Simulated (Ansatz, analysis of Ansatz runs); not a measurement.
**Migration barrier of interstitial H in bcc V, hop from a tetrahedral to the next tetrahedral site (PBE)**

How near does this set-up come to the measured migration barrier? Subject: interstitial H in bcc V, hop from a tetrahedral to the next tetrahedral site. Set-up: PBE, 32-site cell, PBE lattice, 420 eV, k: 4x4x4 Gamma-centred, zero-point energy of the moving atom added. The model is a cell of 32 host atoms with 1 H put in. The barrier is the energy of the highest image of a climbing band over the relaxed site that the atom leaves.

What was measured. Migration barrier: 0.046 eV, by Gorsky effect and other diffusion measurements (T > 250 K); average of cited values (quoted in “Explainable Machine Learning for Hydrogen Diffusion in Metals and Random Binary Alloys”, 2023, G. M. Lu et al., quoting earlier work (1983)).

Method: plane-wave PAW DFT, PBE; relaxation of all atoms of a defect supercell, in Ansatz 0.2.0.

## (1) Starting point

The cell holds 33 atoms: 32 V and 1 H. Cell: a = 8.475 Å, b = 8.475 Å, c = 8.475 Å, α = 60.0°, β = 60.0°, γ = 60.0°. It derives from V (space group Im-3m). Nearest the centre at fractional (0.312, 0.438, 0.562): H33 at 0.00 Å, V29 at 1.67 Å, V4 at 1.67 Å, V14 at 1.67 Å, V7 at 1.67 Å, V11 at 2.70 Å, V13 at 2.70 Å, V22 at 2.70 Å.

The host's primitive cell comes from a first run (plane-wave PAW DFT, PBE; relaxation of the host's cell and atoms): vectors of 2.595, 2.595 and 2.595 Å. That is 13.45 Å³ an atom, 3.2 % under the diffraction cell's volume. The supercell is built on it.

## (2) Relaxation, charge 0

A barrier counts from a true minimum, so both ends of the jump are relaxed first.

The input, start/input.yaml:

```yaml
relax:
  f_tol: 0.02
  max_steps: 80
  escape_saddle: false
crystal:
  lattice:
    - [0.0, 5.99246225, 5.99246225]
    - [5.99246225, 0.0, 5.99246225]
    - [5.99246225, 5.99246225, 0.0]
  atoms:
    - { symbol: V, position: [0.0, 0.0, 0.0] }
    - { symbol: V, position: [0.125, 0.125, 0.125] }
    - { symbol: V, position: [0.25, 0.25, 0.25] }
    - { symbol: V, position: [0.375, 0.375, 0.375] }
    - { symbol: V, position: [0.0, 0.0, 0.5] }
    - { symbol: V, position: [0.125, 0.125, 0.625] }
    - { symbol: V, position: [0.25, 0.25, 0.75] }
    - { symbol: V, position: [0.375, 0.375, 0.875] }
    - { symbol: V, position: [0.0, 0.5, 0.0] }
    - { symbol: V, position: [0.125, 0.625, 0.125] }
    - { symbol: V, position: [0.25, 0.75, 0.25] }
    - { symbol: V, position: [0.375, 0.875, 0.375] }
    - { symbol: V, position: [0.0, 0.5, 0.5] }
    - { symbol: V, position: [0.125, 0.625, 0.625] }
    - { symbol: V, position: [0.25, 0.75, 0.75] }
    - { symbol: V, position: [0.375, 0.875, 0.875] }
    - { symbol: V, position: [0.5, 0.0, 0.0] }
    - { symbol: V, position: [0.625, 0.125, 0.125] }
    - { symbol: V, position: [0.75, 0.25, 0.25] }
    - { symbol: V, position: [0.875, 0.375, 0.375] }
    - { symbol: V, position: [0.5, 0.0, 0.5] }
    - { symbol: V, position: [0.625, 0.125, 0.625] }
    - { symbol: V, position: [0.75, 0.25, 0.75] }
    - { symbol: V, position: [0.875, 0.375, 0.875] }
    - { symbol: V, position: [0.5, 0.5, 0.0] }
    - { symbol: V, position: [0.625, 0.625, 0.125] }
    - { symbol: V, position: [0.75, 0.75, 0.25] }
    - { symbol: V, position: [0.875, 0.875, 0.375] }
    - { symbol: V, position: [0.5, 0.5, 0.5] }
    - { symbol: V, position: [0.625, 0.625, 0.625] }
    - { symbol: V, position: [0.75, 0.75, 0.75] }
    - { symbol: V, position: [0.875, 0.875, 0.875] }
    - { symbol: H, position: [0.3125, 0.4375, 0.5625] }
basis:
  ecutwfc: 420
  xc_grid: 2
hamiltonian:
  xc: pbe
kpoints:
  mp_grid: { grid: [4, 4, 4] }
scf:
  occupations: { method: methfessel_paxton, width: 0.1 }
  max_iter: 120
output:
  forces: true
checkpoint:
  write: "../start.run"
  compress: false
  write_wavefunctions: true
  write_every: 100000
```

On the command line:

```
ansatz run input.yaml --threads 8 --pin off --max-ram 14131MiB --backend cpu --events-out ev --progress --plain --runs-dir out
```

Numbers of over 12 decimals in the logs are rounded to 6 here.

Output:

```text
[... repeated set-up lines and file paths are left out, and long positions are rounded to six places ...]
Engine: ansatz 0.2.0, aarch64-unknown-linux-gnu
Pseudopotentials: kind: paw
Pseudopotential: V, paw, valence charge 13, recommended cutoff 420 eV (normal), V.paw.azcp
Pseudopotential: H, paw, valence charge 1, recommended cutoff 420 eV (normal), H.paw.azcp
Functional definition: PBE
  parameter kappa = 0.804
  parameter beta = 0.066725
  exchange = pbe_x(kappa = kappa, mu = beta*pi^2/3)
  correlation = pbe_c(beta = beta)
Crystal: 33 atoms, lattice volume = 430.374 Å³
Basis set: ecut = 420 eV, 8393 PW (Γ), exchange–correlation on 120×120×120 points (8 copies of the dense FFT grid, shifted against one another)
Bands: 251, of which v1, the nominal top of the filled ones, is band 209 counted from 1 (208 counted from 0)
Symmetry: 8 space group operations
Space group: I-42m (ITA 121), of the structure as read, at distance tolerance 7.6e-5 Å
k-points: 13 of 64 (time reversal used)
Non-local potential: V, projectors of the file, l = 0: 3, l = 1: 2, l = 2: 3, l = 3: 1
Non-local potential: H, projectors of the file, l = 0: 2, l = 1: 1
PAW form: soft (Blöchl's): semilocal exchange-correlation on the pseudo side does not see the compensation charge
PAW one-centre angular grid: V, 590 points (default); XC on 64 Gauss nodes
PAW one-centre angular grid: H, 110 points (default); XC on 64 Gauss nodes
Initial density: superposition of atomic densities (neutral atoms: chi_scale 0, normalization atom), corrected by the library's trained network
Initial wavefunctions: pseudopotential atomic-orbital guess
Functional: x = pbe(κ = 0.804, μ = 0.219515), c = pbe(β = 0.066725)
SCF iter   1: F=—  HF=-93213.135005 eV  |F-HF|=—  |Δ(HF+E_count)|=         —  Δρ=6.41e-3  dr2=1.71e-1  ethr=1.77e-3  ⟨swp⟩=8.0  Hψ=11739  notcnv=0
preconditioner: auto → Kerker (q_TF=auto, 2.714 Å⁻¹)  [metal: Δε(μ)=0.001 eV  Ē_g=3.054 eV  σ=0.100 eV  W_gap=0.01  n_scr=136 (ndim 8)  ℏωp=22.7 eV  f_vac=0.000  D(μ)=46.00/eV (n_scr^D=608)]
SCF iter   2: F=—  HF=-93213.138303 eV  |F-HF|=—  |Δ(HF+E_count)|=   3.30e-3  S|Δr|=    0.00e0  Δρ=3.52e-3  dr2=3.97e-2  ethr=4.10e-5  ⟨swp⟩=2.0  Hψ=4321  notcnv=0  defer=1
SCF iter   3: F=—  HF=-93213.139113 eV  |F-HF|=—  |Δ(HF+E_count)|=   8.10e-4  S|Δr|=    0.00e0  Δρ=6.68e-4  dr2=1.07e-3  ethr=9.52e-6  ⟨swp⟩=1.9  Hψ=3502  notcnv=0  defer=1
SCF iter   4: F=—  HF=-93213.139879 eV  |F-HF|=—  |Δ(HF+E_count)|=   7.66e-4  S|Δr|=    0.00e0  Δρ=1.92e-4  dr2=9.26e-5  ethr=2.57e-7  ⟨swp⟩=2.5  Hψ=5568  notcnv=0  defer=1
SCF iter   5: F=-93213.139892 eV  HF=-93213.139891 eV  |F-HF|=8.58e-7  |Δ(HF+E_count)|=   1.28e-5  S|Δr|=    0.00e0  Δρ=3.65e-5  dr2=2.73e-6  ethr=2.40e-9  ⟨swp⟩=4.0  Hψ=9349  notcnv=0
SCF 1 converged in 5 iterations: F = -93213.139892 eV  dr2 = 2.73e-6
  greatest PAW one-centre occupation: 1.000 electrons in one spin orbital (limit 2), on the V atom at site 31 (counted from 0), in its partial waves of l = 0
relax step   1: F+E_penalty+E_count = -93213.13989229 eV  Δ(F+E_penalty+E_count) = +0.000e0 eV  max|allowed force component| = 1.171e0 eV/Å  Δτ_max = 0.0000 Å  (5 SCF iters, dr2 threshold 1.00e-5 eV, accepted)
[... the SCF cycles and remarks between the steps are left out from here to the last step ...]
relax step   2: F+E_penalty+E_count = -93213.32977217 eV  Δ(F+E_penalty+E_count) = -1.899e-1 eV  max|allowed force component| = 4.570e-1 eV/Å  Δτ_max = 0.0497 Å  (5 SCF iters, dr2 threshold 8.57e-5 eV, accepted)
relax step   3: F+E_penalty+E_count = -93213.37794504 eV  Δ(F+E_penalty+E_count) = -4.817e-2 eV  max|allowed force component| = 3.442e-2 eV/Å  Δτ_max = 0.0385 Å  (6 SCF iters, dr2 threshold 1.31e-5 eV, accepted)
SCF iter   1: F=—  HF=-93213.379392 eV  |F-HF|=—  |Δ(HF+E_count)|=         —  Δρ=1.30e-3  dr2=2.18e-2  ethr=9.91e-5  ⟨swp⟩=4.0  Hψ=5640  notcnv=0  defer=301
SCF iter   2: F=—  HF=-93213.378488 eV  |F-HF|=—  |Δ(HF+E_count)|=   9.04e-4  S|Δr|=    0.00e0  Δρ=5.69e-4  dr2=5.04e-3  ethr=5.22e-6  ⟨swp⟩=1.0  Hψ=3757  notcnv=0  defer=293
SCF iter   3: F=—  HF=-93213.378166 eV  |F-HF|=—  |Δ(HF+E_count)|=   3.22e-4  S|Δr|=    0.00e0  Δρ=1.09e-4  dr2=7.01e-5  ethr=1.21e-6  ⟨swp⟩=2.0  Hψ=3567  notcnv=0  defer=293
SCF iter   4: F=—  HF=-93213.378772 eV  |F-HF|=—  |Δ(HF+E_count)|=   6.06e-4  S|Δr|=    0.00e0  Δρ=2.84e-5  dr2=1.09e-5  ethr=1.68e-8  ⟨swp⟩=3.0  Hψ=4533  notcnv=0  defer=293
SCF iter   5: F=—  HF=-93213.378771 eV  |F-HF|=—  |Δ(HF+E_count)|=   1.02e-6  S|Δr|=    0.00e0  Δρ=5.03e-6  dr2=1.13e-7  ethr=2.61e-9  ⟨swp⟩=2.0  Hψ=4032  notcnv=0  defer=293
SCF iter   6: F=-93213.378771 eV  HF=-93213.378771 eV  |F-HF|=6.31e-8  |Δ(HF+E_count)|=   1.76e-8  S|Δr|=    0.00e0  Δρ=3.14e-6  dr2=7.05e-8  ethr=2.40e-11  ⟨swp⟩=6.2  Hψ=10800  notcnv=0
SCF 4 converged in 6 iterations: F = -93213.378771 eV  dr2 = 7.05e-8
relax step   4: F+E_penalty+E_count = -93213.37877084 eV  Δ(F+E_penalty+E_count) = -8.258e-4 eV  max|allowed force component| = 7.794e-3 eV/Å  Δτ_max = 0.0049 Å  (6 SCF iters, accepted)
NSCF: frozen V_eff on 13 k-points
the band table was solved once a step of the walk had ended and its energy, with any forces and stress, was formed, with the checks that follow a solve (12571 applications of the Hamiltonian). They found nothing against the state; [...]
SCF converged after 6 iterations
Stability not checked: this state was not tested for a lower state beside it, because cold or Methfessel-Paxton smearing, or corrected tetrahedra, fill the levels in a way that the test cannot read (fill_not_monotonic; see scf.lower_state_search)
Free energy (F): -93213.378771 eV
Harris-Foulkes:  -93213.378771 eV  (|F-HF|=6.31e-8)
Internal energy: -93213.395946 eV  (E = F + TS)
E sigma→0 (E₀):  -93213.383065 eV
Entropy (-TS):   0.017175 eV (0.520 meV/atom)
Fermi energy:    16.606430 eV
--- Per-component energies (eV) ---
  E_band       = -4586.742055
  E_kinetic    = 10788.749174
  E_local      = -28547.810912  (includes V_loc(G=0)·N_el)
  E_nonlocal   = -1458.092588
  E_hartree    = 13136.021889
  E_xc         = -4189.049564
  E_vxc        = -5311.474433  (∫ρ·V_xc dr)
  E_paw        = -35608.516845  (= ΣΔE_a)
  E_vpaw       = -6330.176720  (= ΣTr[D̂ρ^β])
  E_aug_tail   = 0.006836  (compensation charges beyond the density's cutoff)
  E_ewald      = -47334.703937
  E_smearing   = 0.017175  (= −TS)
  E_closure    = -0.000000  (closes the sum)
  Σ components = -93213.378771   (vs F -93213.378771, Δ=0.00e0)
--- Forces (eV/Å), atoms counted from 1 ---
  atom   1  V      0.00000000     0.00095140     0.00151551
  atom   2  V     -0.00326292    -0.00351634     0.00339802
  atom   3  V      0.00339802     0.00351634     0.00326292
  atom   4  V      0.00779381    -0.00065144    -0.00000000
  atom   5  V     -0.00339802     0.00351634    -0.00326292
  atom   6  V      0.00762616     0.00472576    -0.00008532
  atom   7  V     -0.00000000     0.00065144     0.00779381
  atom   8  V      0.00174402     0.00586451     0.00000000
  atom   9  V      0.00008532    -0.00472576     0.00762616
  atom  10  V      0.00395356     0.00172833     0.00000000
  atom  11  V      0.00000000    -0.00586451     0.00174402
  atom  12  V     -0.00762616     0.00472576     0.00008532
  atom  13  V      0.00000000    -0.00586451    -0.00174402
  atom  14  V     -0.00779381    -0.00065144     0.00000000
  atom  15  V      0.00008532    -0.00472576    -0.00762616
  atom  16  V      0.00326292    -0.00351634     0.00339802
  atom  17  V     -0.00000000    -0.00172833     0.00395356
  atom  18  V      0.00151551    -0.00095140     0.00000000
  atom  19  V     -0.00008532    -0.00472576    -0.00762616
  atom  20  V      0.00326292    -0.00351634    -0.00339802
  atom  21  V     -0.00008532    -0.00472576     0.00762616
  atom  22  V     -0.00174402     0.00586451    -0.00000000
  atom  23  V     -0.00000000    -0.00172833    -0.00395356
  atom  24  V     -0.00762616     0.00472576    -0.00008532
  atom  25  V      0.00339802     0.00351634    -0.00326292
  atom  26  V      0.00762616     0.00472576     0.00008532
  atom  27  V      0.00000000     0.00095140    -0.00151551
  atom  28  V     -0.00395356     0.00172833     0.00000000
  atom  29  V     -0.00000000     0.00065144    -0.00779381
  atom  30  V     -0.00326292    -0.00351634    -0.00339802
  atom  31  V     -0.00339802     0.00351634     0.00326292
  atom  32  V     -0.00151551    -0.00095140     0.00000000
  atom  33  H      0.00000000     0.00000000     0.00000000
  max |Σ_I F_I| component: 1.73e-17 eV/Å
--- Band table (eV; the first three rows and the last of 13) ---
  k-point 0: bands = ["-47.0948", "-46.9820", "-46.9820", "-46.9735", [... 243 left out ...] "19.0329", "19.0402", "19.0431", "19.0431"]
  k-point 1: bands = ["-47.0838", "-47.0126", "-46.9852", "-46.9765", [... 243 left out ...] "18.9385", "18.9549", "18.9651", "18.9683"]
  [... further k-points left out ...]
--- Relaxed structure (4 steps of the walk, 4 accepted, 0 SCFs on fresh bases) ---
  F+E_penalty+E_count = -93213.37877084 eV   max|allowed force component| = 7.794e-3 eV/Å
  atoms:
    - { symbol: V, position: [-0.000372, -0.000343, 0.000343] }
    - { symbol: V, position: [0.124438, 0.123360, 0.126149] }
    - { symbol: V, position: [0.251053, 0.249438, 0.248360] }
    - { symbol: V, position: [0.377596, 0.372404, 0.364786] }
    - { symbol: V, position: [-0.001640, 0.001149, 0.501053] }
    - { symbol: V, position: [0.124283, 0.123906, 0.626471] }
    - { symbol: V, position: [0.247404, 0.239786, 0.760214] }
    - { symbol: V, position: [0.375726, 0.374274, 0.877676] }
    - { symbol: V, position: [-0.001094, 0.501471, 0.000340] }
    - { symbol: V, position: [0.124210, 0.625790, 0.124734] }
    - { symbol: V, position: [0.249274, 0.752676, 0.247324] }
    - { symbol: V, position: [0.376471, 0.875340, 0.374283] }
    - { symbol: V, position: [-0.002676, 0.500726, 0.499274] }
    - { symbol: V, position: [0.114786, 0.635214, 0.627596] }
    - { symbol: V, position: [0.248529, 0.751094, 0.750717] }
    - { symbol: V, position: [0.373947, 0.873851, 0.876640] }
    - { symbol: V, position: [0.500790, -0.000266, 0.000266] }
    - { symbol: V, position: [0.625372, 0.124628, 0.124657] }
    - { symbol: V, position: [0.750340, 0.249283, 0.248906] }
    - { symbol: V, position: [0.876149, 0.376053, 0.374438] }
    - { symbol: V, position: [0.500717, -0.000340, 0.498529] }
    - { symbol: V, position: [0.627676, 0.122324, 0.625726] }
    - { symbol: V, position: [0.750266, 0.249210, 0.750790] }
    - { symbol: V, position: [0.874660, 0.373529, 0.876094] }
    - { symbol: V, position: [0.500562, 0.498947, -0.001149] }
    - { symbol: V, position: [0.626094, 0.625717, 0.124660] }
    - { symbol: V, position: [0.750343, 0.750372, 0.249628] }
    - { symbol: V, position: [0.874734, 0.875266, 0.374210] }
    - { symbol: V, position: [0.510214, 0.502596, 0.497404] }
    - { symbol: V, position: [0.626640, 0.625562, 0.623947] }
    - { symbol: V, position: [0.748851, 0.751640, 0.750562] }
    - { symbol: V, position: [0.874657, 0.875343, 0.875372] }
    - { symbol: H, position: [0.312500, 0.437500, 0.5625] }
```

Elapsed: 83 s, on 8 threads of Arm Neoverse V2, shared host; peak memory 5.2 GiB; 11 min of CPU time.

Step by step:

| step | energy less that of the first step (eV) | largest force component (eV/Å) |
| --- | --- | --- |
| 1 | 0.0000 | 1.1712 |
| 2 | -0.1899 | 0.4570 |
| 3 | -0.2381 | 0.0344 |
| 4 | -0.2389 | 0.0078 |

The run keeps the 8 symmetry operations that it works with, so distortions that break them were not tested.

The atoms that moved most (Å):

| atom | dx | dy | dz | length |
| --- | --- | --- | --- | --- |
| V4 | -0.077 | -0.046 | 0.000 | 0.089 |
| V7 | 0.000 | 0.046 | -0.077 | 0.089 |
| V14 | 0.077 | -0.046 | 0.000 | 0.089 |
| V29 | 0.000 | 0.046 | 0.077 | 0.089 |
| V13 | 0.000 | -0.020 | -0.012 | 0.023 |
| V11 | 0.000 | -0.020 | 0.012 | 0.023 |
| V22 | -0.012 | 0.020 | 0.000 | 0.023 |
| V8 | 0.012 | 0.020 | 0.000 | 0.023 |

Neighbours of H33 at the end:

| atom | distance (Å) |
| --- | --- |
| V29 | 1.764 |
| V7 | 1.764 |
| V14 | 1.764 |
| V4 | 1.764 |
| V22 | 2.724 |
| V8 | 2.724 |
| V13 | 2.724 |
| V11 | 2.724 |

Numbers from this step:

```
free energy      : -93213.3788 eV
smearing term TS : -0.01718 eV
```

The series, run alike:

| run | outcome | energy less the first (eV) | moment (μB) | time |
| --- | --- | --- | --- | --- |
| relaxation, charge 0 | converged | 0.0000 | 0.00 | 83 s |
| relaxation, charge 0 | converged | 0.0000 | 0.00 | 82 s |

The relaxation ends 7.2 meV an atom lower, with a largest force component of 0.0078 eV/Å.

(Part 1 of 3 ends here.)

[Logs are printed without paths, hosts, clocks, repeated set-up lines and the standing remarks that a program may print on its own settings, such as how far it seeks lower states.]

[Hosts, paths, dates, database ids (printed as entryN), source tags and the programs' standing remarks are cut or masked in the printed files.]

[For some hosts the program warned that the k-mesh of the response run may be too coarse for force constants and the static dielectric constant; such warnings are not shown here.]
